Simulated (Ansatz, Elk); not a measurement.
# How far do independent atoms describe CsLi?

The structure of CsLi used here is made up (a known structure type with other elements) and was relaxed beforehand with PBE. The aim is the Fourier transform of its all-electron density, F(hkl), set beside the sum over free spherical atoms that refinements use.

Main program and level: Elk 11.2.3 (patched build); DFT, PBE, all-electron APW+lo, Dirac cores, scalar-relativistic bands, static density, no spin.

The structure was built from a prototype and need not be the compound's stable phase.

### Step 1. Set-up

Symmetry: I4_1/amd, No. 141, tetragonal system. The conventional cell has a = 6.802 Å, b = 6.802 Å, c = 9.573 Å, α = 90.00°, β = 90.00°, γ = 90.00°. Nearest to Cs lie 4 Cs at 4.16 Å and 4 Li at 4.16 Å. Nearest to Li lie 4 Li at 4.16 Å and 4 Cs at 4.16 Å. Farther neighbours are not listed.

Structure file:

```cif
data_structure
_symmetry_space_group_name_H-M 'P 1'
_symmetry_Int_Tables_number 1
_cell_length_a 6.7853
_cell_length_b 6.7853
_cell_length_c 6.7853
_cell_angle_alpha 119.842
_cell_angle_beta 119.842
_cell_angle_gamma 90.274
_cell_volume 221.42
loop_
_atom_site_label
_atom_site_type_symbol
_atom_site_fract_x
_atom_site_fract_y
_atom_site_fract_z
_atom_site_occupancy
Cs1 Cs 0.00000 0.00000 0.00000 1
Cs2 Cs 0.75000 0.25000 0.50000 1
Li3 Li 0.50000 0.50000 0.00000 1
Li4 Li 0.25000 0.75000 0.50000 1
```

### Step 2. Ground state and structure factors

An all-electron density is needed, since X-rays see the cores too. Task 0 finds the density and task 195 Fourier-transforms it; tshift is off so that phases refer to the origin typed.

The input, elk.in:

```
tasks
  0
  195

xctype
  20

spinpol
  .false.

rgkmax
  7.0

gmaxvr
  14.0

lmaxo
  7

lmaxapw
  8

swidth
  0.002

tshift
  .false.

ramdisk
  .false.

hmaxvr
  5.5

maxscl
  120

epspot
  1e-06

sppath
  './'

avec
  -6.42650080203 6.42650080203 9.04509537779
  6.42650080203 -6.42650080203 9.04509537779
  6.42650080203 6.42650080203 -9.04509537779

atoms
  2
  'Cs.in'
  2
  0.0000000000 0.0000000000 0.0000000000   0.000000 0.000000 0.000000
  0.7500000000 0.2500000000 0.5000000000   0.000000 0.000000 0.000000
  'Li.in'
  2
  0.5000000000 0.5000000000 0.0000000000   0.000000 0.000000 0.000000
  0.2500000000 0.7500000000 0.5000000000   0.000000 0.000000 0.000000

ngridk
  5 5 5
```

Started as:

```bash
OMP_NUM_THREADS=4 elk
```

Numbers of over 12 decimals in the logs are rounded to 6 here.

Output:

```text
┌─────────────────────────┐
│ Elk code version 11.2.3 │
└─────────────────────────┘

All units are atomic (Hartree, Bohr, etc.)

┌─────────────────────────────────────────────────┐
│ Ground-state run starting from atomic densities │
└─────────────────────────────────────────────────┘

Lattice vectors :
  -6.426500802       6.426500802       9.045095378
   6.426500802      -6.426500802       9.045095378
   6.426500802       6.426500802      -9.045095378

Reciprocal lattice vectors :
 -0.3958588874E-18  0.4888496478      0.3473255419
  0.4888496478     -0.3958588874E-18  0.3473255419
  0.4888496478      0.4888496478     -0.1109585335E-16

Unit cell volume      :    1494.246593
Brillouin zone volume :   0.1660035329

Muffin-tin inner radius fraction :   0.1000000000E-01

Nuclei treated as point charges

Species : 1 (Cs)
 parameters loaded from : Cs.in
 name : caesium
 nuclear charge    :   -55.00000000
 electronic charge :    55.00000000
 atomic mass :    242271.8146
 muffin-tin radius :    2.800000000
 number of radial points in muffin-tin :   1393
 inner part over the whole radius :   0.9975634425E-02
 number on inner part of muffin-tin    :    996
 approximate nuclear radius :   0.9115647269E-04
 number of mesh points to nuclear radius :    503
 atomic positions (lattice), magnetic fields (Cartesian) :
  1 :   0.00000000  0.00000000  0.00000000    0.00000000  0.00000000  0.00000000
  2 :  -0.25000000  0.25000000  0.50000000    0.00000000  0.00000000  0.00000000

Species : 2 (Li)
 parameters loaded from : Li.in
 name : lithium
 nuclear charge    :   -3.000000000
 electronic charge :    3.000000000
 atomic mass :    12652.66898
 muffin-tin radius :    1.800000000
 number of radial points in muffin-tin :    593
 inner part over the whole radius :   0.9806707936E-02
 number on inner part of muffin-tin    :    401
 approximate nuclear radius :   0.4000070961E-04
 number of mesh points to nuclear radius :    148
 atomic positions (lattice), magnetic fields (Cartesian) :
  1 :   0.50000000  0.50000000  0.00000000    0.00000000  0.00000000  0.00000000
  2 :   0.25000000 -0.25000000  0.50000000    0.00000000  0.00000000  0.00000000

Total number of atoms per unit cell :    4
Total muffin-tin volume :    232.7626941
 ratio of muffin-tin to unit cell volume :   0.1557726116

Spin treatment :
 spin-unpolarised

Number of Bravais lattice symmetries :   16
Number of crystal symmetries         :   16
Crystal has no inversion symmetry
Complex Hermitian eigensolver will be used

k-point grid :      5     5     5
k-point offset :    0.000000000       0.000000000       0.000000000
k-point set is reduced with full crystal symmetry group
Total number of k-points :       18

Muffin-tin radius times maximum |G+k| :    7.000000000
 using average radius
Maximum |G+k| for APW functions       :    3.043478261
Maximum (1/2)|G+k|²                   :    4.631379962
Maximum |G| for potential and density :    14.00000000
Constant for pseudocharge density :   10
 order of it for each species :   17  17
 order of it for pair densities of each species (exact exchange by exxq0 0: 18) :   14   4
Radial integration step length :    1

G-vector grid sizes :     60    60    60
Number of G-vectors :    69305

Maximum angular momentum used for
 APW functions            :    8
 outer part of muffin-tin :    7
 inner part of muffin-tin :    2

Total nuclear charge    :   -116.0000000
Total core charge       :    72.00000000
Total valence charge    :    44.00000000
Total excess charge     :    0.000000000
Total electronic charge :    116.0000000

Effective Wigner radius, rₛ :    1.454203633

Number of empty states         :     16
Total number of valence states :     39
Total number of core states    :     72

Third-order local-orbitals added for an l without core states : T
Total number of local-orbitals :     54

Exchange-correlation functional :     20     0     0
 Perdew-Burke-Ernzerhof, Phys. Rev. Lett. 77, 3865 (1996)
 gradient requirement :    1
[...]
Estimated indirect band gap :   0.1076461929E-02
 from k-point 11 to k-point 14
Estimated direct band gap   :   0.1059383177E-01
 at k-point 4

Charges :
 core                        :    72.00000000
 valence                     :    44.00000000
 interstitial                :    5.999906254
 muffin-tins (core leakage)
  species : 1 (Cs)
   atom 1                    :    52.92037348     (  0.1215817894E-04)
   atom 2                    :    52.92037348     (  0.1215817894E-04)
  species : 2 (Li)
   atom 1                    :    2.079673391     (   0.000000000    )
   atom 2                    :    2.079673391     (   0.000000000    )
 total in muffin-tins        :    110.0000937
 total calculated charge     :    115.9999690
 total charge                :    116.0000000
 error                       :   0.3096814432E-04

RMS change in Kohn-Sham potential (target) :    6.985010659     (  0.1000000000E-05)
Absolute change in total energy (target)   :   0.5190167829     (  0.1000000000E-03)

[... loops 3 to 13 left out ...]

┌──────────────────┐
│ Loop number : 14 │
└──────────────────┘

Energies :
 Fermi                       :     0.78685837905261E-01
 sum of occupied eigenvalues :     -9584.7569569621
 electron kinetic            :      16605.814668546
 core electron kinetic       :      16114.278071859
 Coulomb                     :     -31812.280263212
 Coulomb potential           :     -25682.600697758
 nuclear-nuclear             :     -934.97347142021
 electron-nuclear            :     -36079.668627487
 Hartree                     :      5202.3618356948
 Madelung                    :     -18970.979914333
 xc potential                :     -507.97092775058
 exchange                    :     -383.01565113866
 correlation                 :     -6.099877
 electron entropic           :    -0.15856235046049E-02
 total energy                :     -15595.582708703

Density of states at Fermi energy :    132.3692431
 (states/Hartree/unit cell)

Estimated indirect band gap :   0.2799034105E-03
 from k-point 10 to k-point 12
Estimated direct band gap   :   0.1582728325E-01
 at k-point 10

Charges :
 core                        :    72.00000000
 valence                     :    44.00000000
 interstitial                :    5.831383462
 muffin-tins (core leakage)
  species : 1 (Cs)
   atom 1                    :    53.01487811     (  0.1202824838E-04)
   atom 2                    :    53.01487811     (  0.1202824838E-04)
  species : 2 (Li)
   atom 1                    :    2.069430161     (   0.000000000    )
   atom 2                    :    2.069430161     (   0.000000000    )
 total in muffin-tins        :    110.1686165
 total calculated charge     :    115.9999724
 total charge                :    116.0000000
 error                       :   0.2757406804E-04

RMS change in Kohn-Sham potential (target) :   0.5096054077E-06 (  0.1000000000E-05)
Absolute change in total energy (target)   :   0.9830086310E-04 (  0.1000000000E-03)

Convergence targets achieved

┌──────────────────┐
│ Loop number : 15 │
└──────────────────┘

Energies :
 Fermi                       :     0.78685865457805E-01
 sum of occupied eigenvalues :     -9584.7569532248
 electron kinetic            :      16605.814670113
 core electron kinetic       :      16114.278072008
 Coulomb                     :     -31812.280263459
 Coulomb potential           :     -25682.600695791
 nuclear-nuclear             :     -934.97347142021
 electron-nuclear            :     -36079.668629649
 Hartree                     :      5202.3618376105
 Madelung                    :     -18970.979915563
 xc potential                :     -507.97092754765
 exchange                    :     -383.01565117969
 correlation                 :     -6.099877
 electron entropic           :    -0.15856235041332E-02
 total energy                :     -15595.582707430

Density of states at Fermi energy :    132.3692433
 (states/Hartree/unit cell)

Estimated indirect band gap :   0.2799033909E-03
 from k-point 10 to k-point 12
Estimated direct band gap   :   0.1582728235E-01
 at k-point 10

Charges :
 core                        :    72.00000000
 valence                     :    44.00000000
 interstitial                :    5.831383379
 muffin-tins (core leakage)
  species : 1 (Cs)
   atom 1                    :    53.01487815     (  0.1202824687E-04)
   atom 2                    :    53.01487815     (  0.1202824687E-04)
  species : 2 (Li)
   atom 1                    :    2.069430157     (   0.000000000    )
   atom 2                    :    2.069430157     (   0.000000000    )
 total in muffin-tins        :    110.1686166
 total calculated charge     :    115.9999724
 total charge                :    116.0000000
 error                       :   0.2757406129E-04

┌──────────────────────────────┐
│ Self-consistent loop stopped │
└──────────────────────────────┘

Wrote STATE.OUT
```

Run time: 69 s. Hardware: 4 threads of Intel Xeon Platinum 8259CL at 2.50GHz (Skylake/Cascade Lake), shared host; peak memory 0.3 GiB.

SFACRHO.OUT:

```text

h k l indices transformed by vhmat matrix:
   1.000000000       0.000000000       0.000000000    
   0.000000000       1.000000000       0.000000000    
   0.000000000       0.000000000       1.000000000    

      h      k      l  multipl.   |H|            Re(F)            Im(F)           |F|

      0      0      0      1   0.0000000       116.00000      0.41430321E-15   116.00000    
      0     -1      0      4  0.59967409       48.813270      -48.813270       69.032389    
      0     -1      1      4  0.59967409       48.813270       48.813270       69.032389    
      0      0      1      4  0.69133780     -0.64802616E-15  0.27925922E-13  0.27933440E-13
     -1     -1      1      2  0.69465108     -0.32401308E-15  0.29856977E-13  0.29858735E-13
     -1      1     -1      4  0.97769930       98.797691     -0.32953489E-15   98.797691    
     -1     -1      2      8  0.98004494       98.747205     -0.53410444E-13   98.747205    
     -1      2     -1      8   1.1469546       44.001858       44.001858       62.228024    
      1     -2      1      8   1.1469546       44.001858      -44.001858       62.228024    
     -1     -2      2      4   1.1509515       43.962012      -43.962012       62.171674    
      1      2     -2      4   1.1509515       43.962012       43.962012       62.171674    
      0     -2      2      4   1.1993482     -0.32401308E-15  0.39038755E-01  0.39038755E-01
      0     -2      0      4   1.1993482     -0.32401308E-15 -0.39038755E-01  0.39038755E-01
      0      0     -2      4   1.3826756       90.196923      0.51715817E-13   90.196923    
     -2     -2      2      2   1.3893022       90.062347     -0.46930495E-13   90.062347    
     -1      2     -2      4   1.5071167       40.521475      -40.521475       57.306019    
     -1      2      1      4   1.5071167       40.521475       40.521475       57.306019    
      0     -3      1      8   1.5101606       40.493473      -40.493473       57.266419
```

Elk indexes on the primitive cell of elk.in and gives |H| = 4π sin θ/λ in inverse bohr. Below, one row stands for each form hkl of the conventional cell (m members, Friedel mates merged), F is for one primitive cell and the density is static (no thermal factor). Free-atom factors are Waasmaier and Kirfel's, and R is Σm||F|−|F'||/Σm|F|.

```tsv
hkl	m	sin θ/λ (Å⁻¹)	abs F, DFT	neutral atoms	diff.	abs of complex diff.
101	8	0.090	69.032	69.166	-0.134	0.134
110	4	0.104	0.000	0.000	+0.000	0.000
002	2	0.104	0.000	0.000	+0.000	0.000
200	4	0.147	98.798	98.832	-0.035	0.035
112	8	0.147	98.747	98.781	-0.034	0.034
211	16	0.172	62.228	62.139	+0.089	0.089
103	8	0.173	62.172	62.083	+0.088	0.088
202	8	0.180	0.039	0.000	+0.039	0.039
220	4	0.208	90.197	90.172	+0.025	0.025
004	2	0.209	90.062	90.035	+0.027	0.027
301	8	0.227	57.306	57.234	+0.073	0.073
213	16	0.227	57.266	57.194	+0.073	0.073
310	8	0.233	0.000	0.000	+0.000	0.000
222	8	0.233	0.000	0.000	+0.000	0.000
114	8	0.233	0.000	0.000	+0.000	0.000
312	16	0.255	84.104	84.057	+0.047	0.047
204	8	0.256	84.029	83.982	+0.047	0.047
321	16	0.270	53.714	53.661	+0.053	0.053
```

### Step 3. The highest occupied states alone

An energy window below the Fermi level keeps the highest occupied states, to see at which angles they scatter; shallow core shells can lie inside it and anion s states outside. No new self-consistency is needed.

elk.in: that of step 2 with these lines changed.

```diff
@@ -1,3 +1,2 @@
 tasks
-  0
   195
@@ -40,2 +39,5 @@
 
+wsfac
+  -0.472550 0.378690
+
 sppath
```

Started as:

```bash
OMP_NUM_THREADS=4 elk
```

Output:

```text
┌─────────────────────────────────┐
│ Elk code version 11.2.3 started │
└─────────────────────────────────┘

Info(readinput): the functional depends on the density's gradient
 muffin-tin radial points multiplied by    2.00000
 (not where nrmtscf is given)

┌────────────────────┐
│ Current task : 195 │
└────────────────────┘

Info(sfacrho): density structure factors written to SFACRHO.OUT

 Energy window :  -0.4725500000      0.3786900000

┌──────────────────┐
│ Elk code stopped │
└──────────────────┘
```

Elapsed: 21 s, on 4 threads; peak memory 0.22 GiB.

States within 15 eV below the Fermi level hold 16.00 electrons; any levels below the window count with the cores. Their amplitudes can exceed the total, where window and core parts have opposite phase:

```tsv
hkl	sin θ/λ (Å⁻¹)	abs F, window	abs F, all
101	0.090	5.661	69.032
110	0.104	0.000	0.000
002	0.104	0.000	0.000
200	0.147	5.284	98.798
112	0.147	5.262	98.747
211	0.172	2.733	62.228
103	0.173	2.710	62.172
202	0.180	0.037	0.039
220	0.208	2.043	90.197
004	0.209	2.002	90.062
```

[end of part 1 of 2]

[Logs are printed without paths, hosts, clocks, repeated set-up lines and the standing remarks that a program may print on its own settings, such as how far it seeks lower states.]

[Hosts, paths, dates, database ids (printed as entryN), source tags and the programs' standing remarks are cut or masked in the printed files.]
